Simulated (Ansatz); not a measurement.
# What Sc (model cell, started as body-centred cubic) distorts into

Which phase does Sc (model cell, started as body-centred cubic) fall into along its unstable mode, and how much energy does it gain?

Main program and level: Ansatz 0.2.0; DFT PBEsol, scalar-relativistic, plane waves, PAW; PAW set soft_1.

Most raw output is cut from this account.

This is not the structure that Sc takes at ambient pressure and room temperature (hexagonal, No. 194); it is a model or a phase of other conditions.

## (1) Starting point

It takes space group Im-3m (No. 229, cubic). Conventional cell: a = 3.626 Å, b = 3.626 Å, c = 3.626 Å, α = 90.00°, β = 90.00°, γ = 90.00°. Nearest to Sc lie 8 Sc at 3.14 Å.

## (2) Phonons on a q mesh

The cell comes from relaxations at this level that are not shown. Stability and thermal properties need the whole zone. Linear response on a 4×4×4 q mesh gives force constants as far as a supercell of that size would.

File input.yaml:

```yaml
crystal:
  lattice:
    - [-1.8132278844, 1.8132278844, 1.8132278844]
    - [1.8132278844, -1.8132278844, 1.8132278844]
    - [1.8132278844, 1.8132278844, -1.8132278844]
  atoms:
    - { symbol: Sc, position: [0.0, 0.0, 0.0] }
kpoints:
  mp_grid: { grid: [16, 16, 16] }
hamiltonian:
  xc: pbesol
  pseudopotentials: { kind: paw, azcp: { folder: soft_1 }, xc_functional: pbe }
scf:
  occupations: { method: methfessel_paxton, width: 0.2 }
output:
  eigenvalues: true
phonons:
  method: dfpt
  qmesh: [4, 4, 4]
  temperatures: { t_max: 1000, t_step: 50 }
  qpath:
    path:
      - [[0.0, 0.0, 0.0], [0.5, -0.5, 0.5], [0.0, 0.0, 0.5], [0.0, 0.0, 0.0], [0.25, 0.25, 0.25], [0.5, -0.5, 0.5]]
      - [[0.25, 0.25, 0.25], [0.0, 0.0, 0.5]]
    npoints: 10
```

On the command line:

```
$ ansatz run input.yaml --threads 8 --pin off --max-ram 16384MiB --backend cpu --events-out ev --progress --plain --runs-dir out
```

The job ended after 49 s (8 threads of Arm Neoverse V2, shared host; peak memory 2.4 GiB; 5.8 min of CPU time).

This step gave:

* volume per atom: 23.85 Å³
* gap on the k-mesh: 0 eV
* sum-rule residual before enforcement: 9.25e-6 eV/Å²
* lowest frequency on the path: -96.88 cm⁻¹
* highest frequency on the path or at a solved wavevector: 222.8 cm⁻¹
* lowest mode on the q mesh (acoustic modes at Γ apart): -96.88 cm⁻¹

Frequencies (cm⁻¹) solved at each irreducible wavevector; negative means imaginary. Frequencies by wavevector, by row:

| q in reciprocal lattice units | star | mode 1 | mode 2 | mode 3 |
| --- | --- | --- | --- | --- |
| 0 0 0 | 1 | 0 | 0 | 0 |
| 0 0 0.25 | 12 | -54.9 | 84.2 | 140.1 |
| 0 0 -0.5 | 6 | -96.9 | 134.9 | 190.8 |
| 0 0.25 0.25 | 24 | -63.3 | 149.2 | 188.8 |
| 0.25 0.25 0.25 | 2 | 158.4 | 158.4 | 158.4 |
| 0.25 0.25 -0.25 | 6 | 69.8 | 128.8 | 128.8 |
| 0.25 -0.5 -0.5 | 12 | 98.3 | 179 | 208.3 |
| -0.5 -0.5 -0.5 | 1 | 222.8 | 222.8 | 222.8 |

Interpolated from a 4×4×4 q mesh. The phonon branches at the labelled points (cm⁻¹):

| point | branch 1 | branch 2 | branch 3 |
| --- | --- | --- | --- |
| Γ | 0 | 0 | 0 |
| halfway | 70 | 129 | 129 |
| H | 223 | 223 | 223 |
| halfway | 98 | 179 | 208 |
| N | -97 | 135 | 191 |
| halfway | -55 | 84 | 140 |
| Γ | 0 | 0 | 0 |
| halfway | 61 | 61 | 172 |
| P | 158 | 158 | 158 |
| halfway | -19 | 195 | 195 |
| H | 223 | 223 | 223 |
| jump to P | 158 | 158 | 158 |
| halfway | 26 | 156 | 190 |
| N | -97 | 135 | 191 |

Symmetry leaves 8 wavevectors to solve. The lowest mode among them, the acoustic zeros apart, lies at q = (0, 0, -0.5) and is imaginary, 96.9i cm⁻¹, so the energy falls along it.

## (3) The mode frozen in, largest atomic shift 0 Å

The mode followed lies at q = (0, 0, -0.5) with frequency 96.9i cm⁻¹, the softest among the wavevectors solved. At small amplitude the distorted cell has space group no. 63 by a symmetry search on the positions. The undistorted cell that holds it gives the zero of energy on the same k mesh.

System of this step: Sc (model cell, started as body-centred cubic). It takes space group Im-3m (No. 229, cubic). The conventional cell has a = 3.626 Å, b = 3.626 Å, c = 3.626 Å, α = 90.00°, β = 90.00°, γ = 90.00°. Nearest to Sc lie 8 Sc at 3.14 Å.

input.yaml, the sections that differ from step 2:

```yaml
crystal:
  lattice:
    - [-1.8132278844, 1.8132278844, 1.8132278844]
    - [1.8132278844, -1.8132278844, 1.8132278844]
    - [3.6264557688, 3.6264557688, 0.0]
  atoms:
    - { symbol: Sc, position: [0.0, 0.0, 0.0] }
    - { symbol: Sc, position: [0.5, 0.5, 0.5] }
kpoints:
  mp_grid: { grid: [14, 14, 8] }
output:
  forces: true
  stress: true
  eigenvalues: true
# hamiltonian, scf: as in step 2
# phonons: removed
```

Run time: 1.3 s. Hardware: 8 threads; peak memory 0.48 GiB.

This step gave:

- pressure: 0.001411 GPa
- energy from the undistorted cell: 0 meV/atom

The run ends at a pressure of 0.00 GPa.

## (4) The mode frozen in, largest atomic shift 0.32 Å

The atoms are moved along the unstable eigenvector, the largest shift by 0.32 Å, with the cell fixed.

input.yaml: that of step 3 with these lines changed.

```diff
@@ -6,4 +6,4 @@
   atoms:
-    - { symbol: Sc, position: [0.0, 0.0, 0.0] }
-    - { symbol: Sc, position: [0.5, 0.5, 0.5] }
+    - { symbol: Sc, position: [-0.0623954032, 0.0623954032, 0.0] }
+    - { symbol: Sc, position: [0.5623954032, 0.4376045968, 0.5] }
 kpoints:
```

Elapsed: 1.2 s, on 8 threads; peak memory 0.49 GiB; 7.8 s of CPU time.

This step gave:

| Quantity | Value |
| --- | --- |
| pressure | -0.09528 GPa |
| energy from the undistorted cell | -29.66 meV/atom |

The energy, extrapolated to zero smearing, is -29.66 meV/atom against the undistorted cell.

The run ends at a pressure of -0.10 GPa, with forces up to 0.075 eV/Å.

## (5) Energy along the mode, all amplitudes (two of the runs are shown above)

An imaginary frequency means negative curvature, so the energy should fall and then rise again as anharmonic terms take over.

This step gave:

* depth at the lowest point sampled: 29.66 meV/atom
* largest atomic shift at that point: 0.32 Å

The energy from the parent by largest atomic shift:

| largest atomic shift (Å) | energy from the parent (meV/atom) |
| --- | --- |
| 0.000 | 0 |
| 0.040 | -1.20 |
| 0.080 | -4.85 |
| 0.140 | -14.3 |
| 0.220 | -27.2 |
| 0.320 | -29.7 |
| 0.450 | 0.735 |
| 0.600 | 91.8 |

Displacement at unit largest shift by atom:

| atom | x (Å) | y (Å) | z (Å) | size |
| --- | --- | --- | --- | --- |
| Sc1 | 0.707 | -0.707 | 0.000 | 1.000 |
| Sc2 | -0.707 | 0.707 | 0.000 | 1.000 |

The lowest of the steps tried is at 0.32 Å, 29.7 meV/atom below the parent; the bottom of the well need not coincide with a step.

## (6) Relaxation from the frozen mode

Starting from the lowest point found, all atoms and the cell are let go, so that strain and other modes of the same symmetry can join in.

input.yaml: that of step 4 with these lines changed.

```diff
@@ -19 +19,6 @@
   eigenvalues: true
+relax:
+  adjacent_minimum: "off"
+  f_tol: 0.002
+  max_steps: 120
+  cell: { stress_tol: 0.03 }
```

Run time: 9.6 s. Hardware: 8 threads; peak memory 0.53 GiB.

Relaxation path:

| step | energy less that of the first step (eV) | largest force component (eV/Å) | pressure (GPa) | volume (Å³) |
| --- | --- | --- | --- | --- |
| 1 | 0.0000 | 0.0533 | -0.10 | 47.69 |
| 2 | -0.1002 | 0.0984 | -0.17 | 47.51 |
| 3 | -0.1609 | 0.0217 | 0.50 | 46.86 |
| 4 | -0.1623 | 0.0004 | -0.11 | 47.34 |
| 5 | -0.1624 | 0.0001 | 0.00 | 47.25 |
| 6* | -0.1626 | 0.0002 | 0.02 | 47.25 |
| 7 | -0.1626 | 0.0000 | 0.00 | 47.26 |
| 8* | -0.1626 | 0.0000 | 0.00 | 47.26 |

Relaxation steps marked * repeat the geometry before them on a plane-wave basis chosen anew for their cell, so energy and pressure can jump there.

The run keeps the 8 symmetry operations that it works with, so distortions that break them were not tested.

| cell as run | before | after | change |
| --- | --- | --- | --- |
| a (Å) | 3.141 | 3.278 | +4.4 % |
| b (Å) | 3.141 | 3.278 | +4.4 % |
| c (Å) | 5.129 | 5.080 | -1.0 % |
| γ (°) | 109.47 | 120.00 | +9.6 % |
| volume (Å³/atom) | 23.85 | 23.63 | -0.9 % |

The atoms that moved most (Å, as changes of fractional coordinates times the final cell):

| atom | dx | dy | dz | length |
| --- | --- | --- | --- | --- |
| Sc1 | 0.084 | -0.084 | 0.000 | 0.119 |
| Sc2 | -0.084 | 0.084 | 0.000 | 0.119 |

The relaxed structure:

```xyz
2
Lattice="-2.0072 2.0072 1.6389 2.0072 -2.0072 1.6389 3.5920 3.5920 0.0000" Properties=species:S:1:pos:R:3 pbc="T T T"
Sc    0.3345   -0.3345    0.0000
Sc    1.4615    2.1305    1.6389
```

Numbers from this step:

* pressure: 3.79e-5 GPa
* volume per atom: 23.63 Å³

The distorted start has space group Cmcm; the relaxation ends in P6_3/mmc.

## (7) The new phase in its own primitive cell

The relaxed structure is symmetrised, reduced to its primitive cell and relaxed tightly, as its phonons need.

input.yaml, the sections that differ from step 6:

```yaml
crystal:
  lattice:
    - [3.2777264751, 0.0, 0.0]
    - [-1.6388632376, 2.8385943941, 0.0]
    - [0.0, 0.0, 5.0797979068]
  atoms:
    - { symbol: Sc, position: [0.6666666667, 0.3333333333, 0.75] }
    - { symbol: Sc, position: [0.3333333333, 0.6666666667, 0.25] }
kpoints:
  mp_grid: { grid: [15, 15, 8] }
relax:
  adjacent_minimum: "off"
  f_tol: 0.001
  max_steps: 60
  cell: { stress_tol: 0.01 }
# hamiltonian, scf, output: as in step 6
```

Elapsed: 1.5 s, on 8 threads; peak memory 0.44 GiB; 9.4 s of CPU time.

Little changed from the start: no atom moved by 0.005 Å and no cell edge by 0.1 %.

Numbers from this step:

* pressure: 0.002350 GPa

The forces vanish by symmetry and the pressure is 0.002 GPa, within the tolerances set. The cell now holds 23.63 Å³/atom.

## (8) Modes of the new phase, k-mesh 15×15×8

A relaxed structure may still be a saddle point, so its zone-centre modes are computed. No field response is asked, since the mesh shows no gap.

input.yaml: that of step 7 with these lines changed.

```diff
@@ -16,9 +16,4 @@
 output:
-  forces: true
-  stress: true
   eigenvalues: true
-relax:
-  adjacent_minimum: "off"
-  f_tol: 0.001
-  max_steps: 60
-  cell: { stress_tol: 0.01 }
+phonons:
+  method: dfpt
```

Wall time 8.4 s (8 threads); peak memory 1 GiB; 55 s of CPU time.

This step gave:

* sum-rule residual before enforcement: 6.17e-5 eV/Å²
* point group: 6/mmm
* highest optical mode at the zone centre (no LO-TO term): 235.5 cm⁻¹
* lowest optical zone-centre mode: 135.1 cm⁻¹

Patterns of degenerate modes are one choice out of their space. Modes at Γ:

| mode | frequency (cm⁻¹) | symmetry |
| --- | --- | --- |
| 1 | 0.0 | acoustic |
| 2 | 0.0 | acoustic |
| 3 | 0.0 | acoustic |
| 4 | 135.1 | E2g |
| 5 | 135.1 | E2g |
| 6 | 235.5 | B1g |

Displacements in mode 4 (135.1 cm⁻¹), the largest set to 1:
```
Sc1  0.00  1.00  0.00
Sc2  0.00 -1.00  0.00
```

Displacements in mode 6 (235.5 cm⁻¹), the largest set to 1:
```
Sc1  0.00  0.00  1.00
Sc2  0.00  0.00 -1.00
```

Before it was imposed, the acoustic sum rule was missed by 6.2e-5 eV/Å². Small misses are needed for a sound result but don't prove that mesh and cutoff are converged. The lowest optical mode is real, 135 cm⁻¹.

## (9) Summary of results

```yaml
unstable_mode_of_the_parent: q = (0, 0, -0.5), 97i cm⁻¹
depth_at_the_lowest_point_sampled: 29.7 meV/atom
largest_atomic_shift_at_that_point: 0.32 Å
space_group_reached_within_0p01_a: P6_3/mmc
energy_gained_over_the_parent_first_relaxation_on_the_mesh_of_the_frozen_mode: 111 meV/atom
volume_per_atom_phase_reached: 23.6 Å³
lowest_optical_zone_centre_mode_phase_reached: 135 cm⁻¹
highest_optical_mode_at_the_zone_centre_no_lo_to_term_phase_reached: 236 cm⁻¹
```

In words: Along this mode the structure falls into P6_3/mmc, 111 meV/atom below the parent. At the parent's cell the well is 29.66 meV/atom deep on the steps tried, with its lowest point at a shift of 0.32 Å. Relaxing atoms and cell changes the gain by +81.82 meV/atom against the lowest step (energies at zero smearing). Most of the total comes from this relaxation. The new phase has no imaginary mode at the zone centre of its cell; other wavevectors were not checked. Of the 2 patterns followed to their end from this parent, this one reaches the lowest energy. Each path keeps the symmetry of its pattern, so a lower phase may lie along a pattern not tried. With no gap, or one that is small against the smearing, the frequencies hang on the k mesh and the smearing, most of all near Kohn anomalies. The PAW files were made for PBE and serve the other functionals too. The starting cell was built on a prototype and not taken from a measurement, so the phase need not exist.

[Logs are printed without paths, hosts, clocks, repeated set-up lines and the standing remarks that a program may print on its own settings, such as how far it seeks lower states.]

[Hosts, paths, dates, database ids (printed as entryN), source tags and the programs' standing remarks are cut or masked in the printed files.]
